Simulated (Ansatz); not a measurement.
Consider MnSe (P4/nmm).

```cif
data_structure
_symmetry_space_group_name_H-M 'P 1'
_symmetry_Int_Tables_number 1
_cell_length_a 3.6133
_cell_length_b 3.6133
_cell_length_c 6.2464
_cell_angle_alpha 90.000
_cell_angle_beta 90.000
_cell_angle_gamma 90.000
_cell_volume 81.55
loop_
_atom_site_label
_atom_site_type_symbol
_atom_site_fract_x
_atom_site_fract_y
_atom_site_fract_z
_atom_site_occupancy
Mn1 Mn 0.00000 0.00000 0.00000 1
Mn2 Mn 0.50000 0.50000 0.00000 1
Se3 Se 0.50000 0.00000 0.75032 1
Se4 Se 0.00000 0.50000 0.24968 1
```

The cell and positions are those that the Materials Project relaxed with its own functionals (PBE, PBE+U or r2SCAN), kept fixed. PAW set soft_2, made with PBE.

A constrained-RPA run (Ansatz 0.2.0; non-magnetic LDA; Mn d + anion p, bands v11 to c5, 4×4×4 mesh, medium accuracy) builds 16 functions on bands 8.3 eV wide, with 22.0 electrons in the window. The bare on-site interaction is 20.1 eV and the bare J 0.68 eV.

**Question.** Estimate U, U′ and J.

On the Mn d shell, U = 6.89 eV (34 % of the bare value), U′ = 5.81 eV, J = 0.55 eV.

The parent state is non-magnetic and the interaction static (zero frequency); U depends on the window and the orbitals, so it belongs to this model alone. A window that holds the anion p bands defines a model with explicit ligands; its U belongs to that model and is not the U of DFT+U.

[Paths, hosts, dates, memory and timing lines, banners, echoed tables and standing remarks are left out of the program output.]

[Logs are printed without paths, hosts, clocks, repeated set-up lines and the standing remarks that a program may print on its own settings, such as how far it seeks lower states.]

[Runs of the session that timed out or met a known fault of the program may be left out.]

[Hosts, paths, dates, database ids (printed as entryN), source tags and the programs' standing remarks are cut or masked in the printed files.]
